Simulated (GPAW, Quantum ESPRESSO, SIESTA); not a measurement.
# Out-of-plane response of bcc Ta under biaxial strain, QE, PBE

Calculated with Quantum ESPRESSO 7.5: PBE; plane waves, GBRV 1.5 ultrasoft, 45/270 Ry; k-mesh 9×9×9. The first two cell vectors are strained alike from typed lattice constants; the third vector's length and the atoms are relaxed.

| in-plane strain (%) | 100 ln(c/c at zero strain) |
| --- | --- |
| -4 | 5.099 |
| -3 | ? |
| -2 | 2.432 |
| -1 | 1.213 |
| 0 | 0 |
| +1 | -1.262 |
| +2 | -2.513 |
| +3 | -3.853 |
| +4 | -5.236 |

**Question.** Fit a second-order form in the logarithmic strain to the rows given and interpolate to the withheld row.

Worked fit:

With u = ln[(1 + ε)/(1 + ε0)], counted from the row at ε0 = +0 % where y0 = 0, a second-order form y = y0 + a u + b u² makes v = (y − y0)/u a line in u.

| u | v |
| --- | --- |
| -0.0408220 | -124.908 |
| -0.0202027 | -120.380 |
| -0.0100503 | -120.692 |
| 0.00995033 | -126.830 |
| 0.0198026 | -126.902 |
| 0.0295588 | -130.350 |
| 0.0392207 | -133.501 |

With n = 7: mean u = 0.00392249, mean v = -126.223, Σ(u − ū)² = 0.0049710, Σ(u − ū)(v − v̄) = -0.65423. Slope b = -0.65423 / 0.0049710 = -131.61; intercept a = v̄ − b ū = -125.71.

At the withheld row u = -0.03046, v = a + b u = -121.7, and y = y0 + u v.

Prediction at -3: 3.707. The run gave 3.724, so the fit is low by 0.017 (0.46 % of the value).

The first-order term says that the third edge changes by -1.26 % for each per cent of in-plane stretch at ε0. The second-order term makes up 3.3 % of v at the withheld row. Among the rows given, the largest miss of the fit is at -4, by 0.19 (1.8 % of the range of the table).

Limits: The nuclei are static. The DFT runs use Fermi–Dirac occupations of width 0.1 eV, and energies are free energies.

[Hosts, paths, dates, database ids (printed as entryN), source tags and the programs' standing remarks are cut or masked in the printed files.]
